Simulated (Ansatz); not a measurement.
# CaC2 (R-3m): from the cell to its phonons, part 2 of 2

How does CaC2 (R-3m) vibrate, and is this structure a minimum?

Ansatz 0.2.0; DFT r2SCAN, scalar-relativistic, plane waves, PAW.

So far. Step 4 (Relaxing to small forces for the phonons): The largest force component left is 0.15 meV/Å and the pressure is 0.000 GPa, within the tolerances set. The cell now holds 16.91 Å³/atom. Step 5 (Linear response at the zone centre): Before it was imposed, the acoustic sum rule was missed by 1.4e-4 eV/Å² and the charge sum rule by 6.2e-4 e. Small misses are needed for a sound result but don't prove that mesh and cutoff are converged. The relaxed cell has a = 3.862, c = 11.783 Å (conventional setting).

## (6) Response at finite wavevector

Stability and thermal properties need the whole zone. Linear response on a 3×3×3 q mesh gives force constants as far as a supercell of that size would, and the tensors from the zone-centre run are typed in so that the long-range dipole term is interpolated apart.

input.yaml

```yaml
crystal:
  lattice:
    - [1.93100359, 1.1148654425, 3.9277786955]
    - [-1.93100359, 1.1148654425, 3.9277786955]
    - [0.0, -2.229730885, 3.9277786955]
  atoms:
    - { symbol: Ca, position: [0.0, 0.0, 0.0] }
    - { symbol: C, position: [0.552852901, 0.552852901, 0.552852901] }
    - { symbol: C, position: [0.447147099, 0.447147099, 0.447147099] }
kpoints:
  mp_grid: { grid: [6, 6, 6] }
hamiltonian:
  xc: r2scan
scf:
  occupations: { method: fixed }
output:
  eigenvalues: true
phonons:
  method: dfpt
  qmesh: [3, 3, 3]
  temperatures: { t_max: 1000, t_step: 50 }
  qpath:
    path:
      - [[0.0, 0.0, 0.0], [0.5, 0.5, 0.5], [0.77962278, 0.22037722, 0.5]]
      - [[0.5, -0.22037722, 0.22037722], [0.5, 0.0, 0.0], [0.0, 0.0, 0.0], [0.36018861, -0.36018861, 0.0]]
      - [[0.63981139, 0.0, 0.36018861], [0.5, 0.0, 0.5], [0.0, 0.0, 0.0]]
    npoints: 10
  non_analytic_term:
    high_frequency_dielectric_tensor: [[3.2014, 0.0, 0.0], [0.0, 3.2014, 0.0], [0.0, 0.0, 4.2922]]
    born_effective_charges:
      - { species: Ca, tensor: [[2.3046, 0.0, 0.0], [0.0, 2.3046, 0.0], [0.0, 0.0, 2.4701]] }
      - { species: C, tensor: [[-1.1523, 0.0, 0.0], [0.0, -1.1523, 0.0], [0.0, 0.0, -1.2351]] }
      - { species: C, tensor: [[-1.1523, 0.0, 0.0], [0.0, -1.1523, 0.0], [0.0, 0.0, -1.2351]] }
    source: "zone-centre run at this cell"
```

On the command line:

```bash
> ansatz run input.yaml --threads 4 --pin off --max-ram 7168MiB --backend cpu --events-out ev --progress --plain --runs-dir out
```

Numbers of over 12 decimals in the logs are rounded to 6 here.

Output:

```text
Warning: phonons: the dynamical matrix that this run interpolates holds no multipole term above the dipole-dipole one, and a site of this crystal is no centre of inversion, so its interpolated transverse optical and acoustic branches and sound speeds can stay off near Gamma, and the density of states and the thermodynamics with them. What a run solves at a wave vector of phonons.qpoints, Gamma apart, where the deck admits one, is free of this, and under fd what a larger phonons.supercell samples
[...]
Crystal: 3 atoms, lattice volume = 50.735 Å³
Basis set: ecut = 500 eV, 1275 PW (Γ), exchange–correlation on 216×216×216 points (216 copies of the dense FFT grid, shifted against one another)
Bands: 13, of which v1, the nominal top of the filled ones, is band 9 counted from 1 (8 counted from 0)
Symmetry: 12 space group operations
k-points: 68 of 216 (irreducible under 2 space group operations, time reversal used)
[...]
SCF iter   1: F=—  HF=-2325.260380 eV  |F-HF|=—  |Δ(HF+E_count)|=         —  Δρ=6.11e-3  dr2=1.63e-2  dr2_τ=3.28e-1  ethr=1.77e-3  ⟨swp⟩=4.1  Hψ=4753  notcnv=0  defer=35
[...]
SCF iter   9: F=-2325.283253 eV  HF=-2325.283253 eV  |F-HF|=4.55e-13  |Δ(HF+E_count)|=  4.55e-13  Δρ=4.61e-8  dr2=7.00e-13  dr2_τ=4.10e-14  ethr=1.00e-12  ⟨swp⟩=8.5  Hψ=5702  notcnv=0
SCF 1 converged in 9 iterations: F = -2325.283253 eV  dr2 = 7.00e-13
[...]
DFPT response loops at q = (0.333333, 0.333333, 0.333333) (fractional): preconditioner auto → Resta (q_TF=auto, 2.296 Å⁻¹)  ε∞=4.4 (no band partly filled); β = 1.00, the filter's whole step (`scf.mixing.beta` (0.50) is not read by the response loops at its default; to damp them type it under 1.00, their step now; it binds the ground state too); Broyden in place of MSR1
[...]
SCF converged after 9 iterations
Free energy (F): -2325.283253 eV
[...]
Internal energy: -2325.283253 eV  (E = F + TS)
E sigma→0 (E₀):  -2325.283253 eV
Fermi energy:    4.117642 eV
[...]
--- Band table (eV; the first three rows and the last of 68) ---
  k-point 0: bands = [... 5 lower, 1.0105, 1.3263, 3.3648, 3.3648, 7.6939, 7.6939, 8.9987, 10.3188]
  k-point 1: bands = [... 5 lower, 0.6090, 1.5983, 3.0355, 3.1514, 7.9774, 8.0760, 9.5213, 10.3251]
  k-point 2: bands = [... 5 lower, 0.1428, 1.5305, 2.7824, 2.8285, 8.7028, 9.0403, 10.2158, 10.8149]
  k-point 67: bands = [... 5 lower, -1.2722, 2.6627, 2.6627, 4.1176, 10.4157, 10.5066, 10.7423, 10.7423]
[...]
ASR residual: 2.544e-4 → 0.000e0 eV/Å²; symmetrization residual: 2.979e-6 eV/Å²
  ASR residual per site (eV/Å²): 2.22e-5 2.54e-4 2.54e-4
  Γ frequencies (cm⁻¹): 0.00 0.00 0.00 227.62 241.83 241.83 268.22 268.22 1951.22
--- Phonons (arbitrary-q DFPT): 6 irreducible q on the 3×3×3 mesh ---
  q = [0.0000, 0.0000, 0.0000] (star 1, of the zone-centre solve; hermiticity 3.51e-8, symmetrization 2.37e-8): -0.00 -0.00 0.00 227.62 241.83 241.83 268.22 268.22 1951.22
  q = [0.0000, 0.0000, 0.3333] (star 6, 6 solved perturbations on 126 of 216 k-point pairs; hermiticity 7.22e-8, symmetrization 8.36e-13): -99.01 113.14 194.10 219.03 235.72 262.18 262.40 381.22 1952.34
  q = [0.0000, 0.3333, 0.3333] (star 6, 4 solved perturbations in 684 linear systems a pass and spin channel, the states on 216 of 216 k-point pairs; hermiticity 6.45e-8, symmetrization 2.95e-11): 82.80 95.94 179.46 181.37 242.97 277.84 287.51 335.29 1952.10
[...]
sum rule: each row above includes the acoustic sum rule's correction from the zone centre's row sums; it moved no ω² by more than (2.40 cm⁻¹)²
  mesh force constants: q→R imaginary residual 0.00e0; ASR residual 2.544e-4 → 0.000e0 eV/Å²; symmetrization residual 5.684e-14 eV/Å²
  interpolated dispersion: 74 rows × 9 modes
  density of states and harmonic sums: on the 21×21×21 q-mesh, interpolated from the force constants of a 3×3×3 supercell (with the dipole–dipole term of supplied tensors)
  largest difference from the sums on the solved wave vectors: F 2.47e-2 eV, S 3.66e-5 and C_V 1.26e-5 eV/K
  zero-point energy: 0.222882 eV/cell   skipped modes (ω ≤ 0): 773, of them read as no rigid motion or as one in doubt: 770 (8.420e-1 modes/cell left out, lowest -132.48 cm⁻¹)   left out of the sums: 9.36e-2 of the cell's modes: C_V's classical limit lies that fraction below 3 k_B per atom; for a crystal, a wire or a layer, F and S can be off by more, and a phonons.interpolated_qmesh denser along its periods is the remedy for the sampling
```

The job ended after 5.6 min (4 threads of Arm Neoverse V2, shared host; peak memory 3.4 GiB; 22 min of CPU time).

Numbers from this step:

| Item | Value |
| --- | --- |
| sum-rule residual before enforcement | 2.54e-4 eV/Å² |
| lowest frequency on the path | -133.0 cm⁻¹ |
| highest frequency on the path or at a solved wavevector | 1953 cm⁻¹ |
| lowest mode on the q mesh (acoustic modes at Γ apart) | -108.3 cm⁻¹ |

Frequencies (cm⁻¹) solved at each irreducible wavevector; negative means imaginary. Frequencies by wavevector, by row:

| q in reciprocal lattice units | star | mode 1 | mode 2 | mode 3 | mode 4 | mode 5 | mode 6 | mode 7 | mode 8 | mode 9 |
| --- | --- | --- | --- | --- | --- | --- | --- | --- | --- | --- |
| 0 0 0 | 1 | 0 | 0 | 0 | 227.6 | 241.8 | 241.8 | 268.2 | 268.2 | 1951 |
| 0 0 0.3333 | 6 | -99 | 113.1 | 194.1 | 219 | 235.7 | 262.2 | 262.4 | 381.2 | 1952 |
| 0 0.3333 0.3333 | 6 | 82.8 | 95.9 | 179.5 | 181.4 | 243 | 277.8 | 287.5 | 335.3 | 1952 |
| 0 0.3333 -0.3333 | 6 | -103.4 | 185.5 | 201.4 | 224.1 | 244 | 244.6 | 293.4 | 324.9 | 1952 |
| 0.3333 0.3333 0.3333 | 2 | -108.3 | -108.3 | 193 | 229.6 | 229.6 | 267.4 | 267.4 | 335.7 | 1952 |
| 0.3333 0.3333 -0.3333 | 6 | 41.7 | 80.5 | 167.6 | 207.3 | 246.9 | 277.2 | 286.7 | 321.6 | 1952 |

Interpolated from a 3×3×3 q mesh, with the LO-TO term (at Γ the limit along the path; where Γ stands inside the path, tables give the limit on arrival). The phonon branches at the labelled points (cm⁻¹):

| point | branch 1 | branch 2 | branch 3 | branch 4 | branch 5 | branch 6 | branch 7 | branch 8 | branch 9 |
| --- | --- | --- | --- | --- | --- | --- | --- | --- | --- |
| Γ | 0 | 0 | 0 | 242 | 242 | 268 | 268 | 379 | 1951 |
| halfway | -83 | -83 | 147 | 236 | 236 | 264 | 264 | 353 | 1952 |
| T | -133 | -133 | 223 | 223 | 252 | 273 | 273 | 302 | 1952 |
| halfway | -82 | 26 | 187 | 224 | 228 | 279 | 291 | 308 | 1952 |
| H2 | -65 | 166 | 186 | 211 | 227 | 282 | 295 | 315 | 1952 |
| jump to H0 | -65 | 166 | 186 | 211 | 227 | 282 | 295 | 315 | 1952 |
| halfway | -109 | 166 | 194 | 224 | 263 | 265 | 270 | 336 | 1953 |
| L | -111 | 131 | 203 | 223 | 243 | 252 | 302 | 348 | 1953 |
| halfway | -83 | 91 | 161 | 220 | 236 | 252 | 266 | 398 | 1952 |
| Γ | 0 | 0 | 0 | 231 | 242 | 242 | 268 | 420 | 1951 |
| halfway | -106 | 127 | 196 | 216 | 229 | 249 | 278 | 384 | 1952 |
| S0 | -90 | 179 | 205 | 210 | 244 | 250 | 296 | 321 | 1952 |
| jump to S2 | -90 | 179 | 205 | 210 | 244 | 250 | 296 | 321 | 1952 |
| halfway | 36 | 155 | 160 | 207 | 246 | 273 | 300 | 311 | 1952 |
| F | 102 | 126 | 135 | 206 | 247 | 293 | 296 | 301 | 1952 |
| halfway | 58 | 78 | 150 | 204 | 243 | 266 | 280 | 363 | 1952 |
| Γ | 0 | 0 | 0 | 238 | 242 | 242 | 268 | 412 | 1951 |

The phonon branches as a text plot (rows in cm⁻¹; labels by their first letter):

```
   1909 |********************************************************
   1823 |
   1736 |
   1649 |
   1562 |
   1475 |
   1388 |
   1301 |
   1214 |
   1127 |
   1040 |
    953 |
    866 |
    780 |
    693 |
    606 |
    519 |
    432 |                          **********                 ***
    345 |**************************          *********  ******
    258 |********************************************************
    171 |   **    *******************       *****************
     84 | **         **          ******  *****       ***********
     -3 |**         * **              ****          *        ****
    -90 |  ***********  **************    **********
         Γ      T      H|H     L        Γ        S|S   F        Γ
```

Tetrahedra on a 21×21×21 mesh, mean over bins of 20 cm-1. Interpolated from a 3×3×3 q mesh. Table of phonon density of states by wavenumber; read off at these points:

wavenumber (cm⁻¹), phonon density of states (1/cm⁻¹/cell) and a bar:
```
     -130     0.0007 
     -110     0.0108 ######
      -70     0.0078 #####
      -10     0.0035 ##
       30     0.0042 ###
       90     0.0071 ####
      150     0.0153 #########
      210     0.0283 #################
      230     0.0466 ############################
      270     0.0486 #############################
      310     0.0117 #######
      370     0.0062 ####
      430     0.0000 
      490     0.0000 
      550     0.0000 
      610     0.0000 
      650     0.0000 
      710     0.0000 
      770     0.0000 
      830     0.0000 
      890     0.0000 
      930     0.0000 
      990     0.0000 
     1050     0.0000 
     1110     0.0000 
     1170     0.0000 
     1210     0.0000 
     1270     0.0000 
     1330     0.0000 
     1390     0.0000 
     1450     0.0000 
     1510     0.0000 
     1550     0.0000 
     1610     0.0000 
     1670     0.0000 
     1730     0.0000 
     1790     0.0000 
     1830     0.0000 
     1890     0.0000 
     1950     0.0500 ##############################
```

The partial phonon density of states has structure finer than the step of the table below, so its rows give means over 100 cm⁻¹, whole bins alone (the curve runs from -142 to 2022 cm⁻¹). Peaks (cm⁻¹: height): C -101.4: 0.00514, 279.7: 0.0324, 1953.5: 0.0257; Ca -87.8: 0.00453, 238.8: 0.0177.

Phonopy on the run's constants, 17x17x17 mesh, Gaussian sigma 15.5 cm-1. Interpolated from a 3×3×3 q mesh. Partial phonon density of states against wavenumber; means over each step; values in 1/cm⁻¹/cell:

| wavenumber (cm⁻¹) | C | Ca |
| --- | --- | --- |
| 0 | 0.00203 | 0.00176 |
| 100 | 0.00414 | 0.00548 |
| 200 | 0.0160 | 0.0130 |
| 300 | 0.0216 | 0.00588 |
| 400 | 0.00276 | 8.6e-4 |
| 500 | 3.0e-6 | 9.9e-7 |
| 600 | 0 | 0 |
| 700 | 0 | 0 |
| 800 | 0 | 0 |
| 900 | 0 | 0 |
| 1000 | 0 | 0 |
| 1100 | 0 | 0 |
| 1200 | 0 | 0 |
| 1300 | 0 | 0 |
| 1400 | 0 | 0 |
| 1500 | 0 | 0 |
| 1600 | 0 | 0 |
| 1700 | 0 | 0 |
| 1800 | 0 | 0 |
| 1900 | 0.00450 | 0 |

Symmetry leaves 6 wavevectors to solve. The lowest mode among them, the acoustic zeros apart, lies at q = (0.333, 0.333, 0.333) and is imaginary, 108.3i cm⁻¹, so the energy falls along it. Between them the interpolated path dips to 133i cm⁻¹.

## (7) Another isotope, element C, natural mass 12.011 amu

An isotope changes the mass and not the force constants, so no new electronic calculation is needed; the shifts show which modes move this element.

The same force constants with the mass of C changed from 12.011 to 13.003 u (phonopy, no LO-TO term). Both lists are sorted by frequency; levels can cross, so a row need not hold one and the same mode. Modes under 3 cm⁻¹ are left out. Isotope shifts, by row:

| q | rank | natural mass (cm⁻¹) | changed mass (cm⁻¹) |
| --- | --- | --- | --- |
| 0 0 0 | 4 | 227.6 | 222.1 |
| 0 0 0 | 5 | 241.8 | 232.4 |
| 0 0 0 | 6 | 241.8 | 232.4 |
| 0 0 0 | 7 | 268.2 | 261.7 |
| 0 0 0 | 8 | 268.2 | 261.7 |
| 0 0 0 | 9 | 1951 | 1875 |
| 0 0 0.3333 | 1 | -99 | -97.16 |
| 0 0 0.3333 | 2 | 113.1 | 111.7 |
| 0 0 0.3333 | 3 | 194.1 | 189.1 |
| 0 0 0.3333 | 4 | 219 | 214.2 |
| 0 0 0.3333 | 5 | 235.7 | 226.6 |
| 0 0 0.3333 | 6 | 262.2 | 255.5 |
| 0 0 0.3333 | 7 | 262.4 | 255.9 |
| 0 0 0.3333 | 8 | 381.2 | 370.9 |
| 0 0 0.3333 | 9 | 1952 | 1876 |
| 0 0.3333 0.3333 | 1 | 82.8 | 81.73 |
| 0 0.3333 0.3333 | 2 | 95.94 | 94.03 |
| 0 0.3333 0.3333 | 3 | 179.5 | 174.4 |
| 0 0.3333 0.3333 | 4 | 181.4 | 178.5 |
| 0 0.3333 0.3333 | 5 | 243 | 236.6 |
| 0 0.3333 0.3333 | 6 | 277.8 | 269.1 |
| 0 0.3333 0.3333 | 7 | 287.5 | 278.9 |
| 0 0.3333 0.3333 | 8 | 335.3 | 324.7 |
| 0 0.3333 0.3333 | 9 | 1952 | 1876 |
| 0 0.3333 -0.3333 | 1 | -103.4 | -101.1 |
| 0 0.3333 -0.3333 | 2 | 185.5 | 180.8 |
| 0 0.3333 -0.3333 | 3 | 201.4 | 199.7 |
| 0 0.3333 -0.3333 | 4 | 224.1 | 219.1 |
| 0 0.3333 -0.3333 | 5 | 244 | 237.6 |
| 0 0.3333 -0.3333 | 6 | 244.6 | 240.3 |
| 0 0.3333 -0.3333 | 7 | 293.4 | 283.2 |
| 0 0.3333 -0.3333 | 8 | 324.9 | 312.4 |
| 0 0.3333 -0.3333 | 9 | 1953 | 1877 |

A mode of this element alone would shift by -3.89 %. The highest zone-centre frequency without the field goes from 1951.2 to 1875.3 cm⁻¹ (-3.9 %). The product of the frequency ratios over all optical modes at Γ is 0.825; the product rule, (m/m′)^(3k/2) (M′/M)^(3/2) with k = 2 such atoms and M the mass of the cell, gives 0.825.

## (8) Isotope substitution, element Ca, natural mass 40.078 amu

The same for Ca, from 40.08 to 47.95 u.

The same force constants with the mass of Ca changed from 40.078 to 47.953 u (phonopy, no LO-TO term). Both lists are sorted by frequency; levels can cross, so a row need not hold one and the same mode. Modes under 3 cm⁻¹ are left out. Isotope shifts, by row:

| q | rank | natural mass (cm⁻¹) | changed mass (cm⁻¹) |
| --- | --- | --- | --- |
| 0 0 0 | 4 | 227.6 | 220.5 |
| 0 0 0 | 5 | 241.8 | 241.8 |
| 0 0 0 | 6 | 241.8 | 241.8 |
| 0 0 0 | 7 | 268.2 | 259.8 |
| 0 0 0 | 8 | 268.2 | 259.8 |
| 0 0 0 | 9 | 1951 | 1951 |
| 0 0 0.3333 | 1 | -99 | -94.24 |
| 0 0 0.3333 | 2 | 113.1 | 106.2 |
| 0 0 0.3333 | 3 | 194.1 | 185.7 |
| 0 0 0.3333 | 4 | 219 | 213 |
| 0 0 0.3333 | 5 | 235.7 | 235.6 |
| 0 0 0.3333 | 6 | 262.2 | 253.2 |
| 0 0 0.3333 | 7 | 262.4 | 255.7 |
| 0 0 0.3333 | 8 | 381.2 | 372.7 |
| 0 0 0.3333 | 9 | 1952 | 1952 |
| 0 0.3333 0.3333 | 1 | 82.8 | 77.72 |
| 0 0.3333 0.3333 | 2 | 95.94 | 91.36 |
| 0 0.3333 0.3333 | 3 | 179.5 | 170.8 |
| 0 0.3333 0.3333 | 4 | 181.4 | 175.3 |
| 0 0.3333 0.3333 | 5 | 243 | 236.6 |
| 0 0.3333 0.3333 | 6 | 277.8 | 273.4 |
| 0 0.3333 0.3333 | 7 | 287.5 | 282.5 |
| 0 0.3333 0.3333 | 8 | 335.3 | 330.8 |
| 0 0.3333 0.3333 | 9 | 1952 | 1952 |
| 0 0.3333 -0.3333 | 1 | -103.4 | -99.29 |
| 0 0.3333 -0.3333 | 2 | 185.5 | 177.2 |
| 0 0.3333 -0.3333 | 3 | 201.4 | 189.4 |
| 0 0.3333 -0.3333 | 4 | 224.1 | 209.6 |
| 0 0.3333 -0.3333 | 5 | 244 | 238.1 |
| 0 0.3333 -0.3333 | 6 | 244.6 | 239.1 |
| 0 0.3333 -0.3333 | 7 | 293.4 | 291.3 |
| 0 0.3333 -0.3333 | 8 | 324.9 | 324.8 |
| 0 0.3333 -0.3333 | 9 | 1953 | 1952 |

A mode of this element alone would shift by -8.58 %. The highest zone-centre frequency without the field goes from 1951.2 to 1951.2 cm⁻¹ (+0.0 %). The product of the frequency ratios over all optical modes at Γ is 0.909; the product rule, (m/m′)^(3k/2) (M′/M)^(3/2) with k = 1 such atoms and M the mass of the cell, gives 0.909.

## (9) Outcome

- space group after relaxation (within 0.01 Å): R-3m
- volume per atom: 16.9 Å³
- gap on the k-mesh: 3.10 eV
- highest optical mode at the zone centre (no LO-TO term): 1951 cm⁻¹
- top of the zone-centre spectrum with the field: 1951 cm⁻¹
- lowest optical zone-centre mode: 228 cm⁻¹
- mean high-frequency dielectric constant: 3.56
- mean static dielectric constant: 9.28
- largest Born charge (third of the trace): 2.36 e
- lowest mode on the q mesh (acoustic modes at Γ apart): -108 cm⁻¹
- highest frequency on the path or at a solved wavevector: 1953 cm⁻¹
- imaginary modes on the 3×3×3 q mesh: yes

Modes are clearly imaginary (beyond 10i cm⁻¹) at 3 of the 6 irreducible wavevectors, most at q = (0.333, 0.333, 0.333) (108.3i cm⁻¹), so this structure is not a minimum of the energy. Without the field, the optical modes at Γ span 228 to 1951 cm⁻¹. The highest mode in this list at Γ, 1951.2 cm⁻¹, is mostly motion of C (100 % of the kinetic energy). The macroscopic field leaves the top of the zone-centre spectrum where it is. Lattice motion raises the mean dielectric constant from 3.565 to 9.278. The strongest infrared line is at 268 cm⁻¹. The program warns that the interpolation holds no quadrupole term, so branches close to Γ can be off in this crystal. These are harmonic frequencies at zero temperature: anharmonic shifts, linewidths and thermal expansion are left out.

[Logs are printed without paths, hosts, clocks, repeated set-up lines and the standing remarks that a program may print on its own settings, such as how far it seeks lower states.]

[Hosts, paths, dates, database ids (printed as entryN), source tags and the programs' standing remarks are cut or masked in the printed files.]
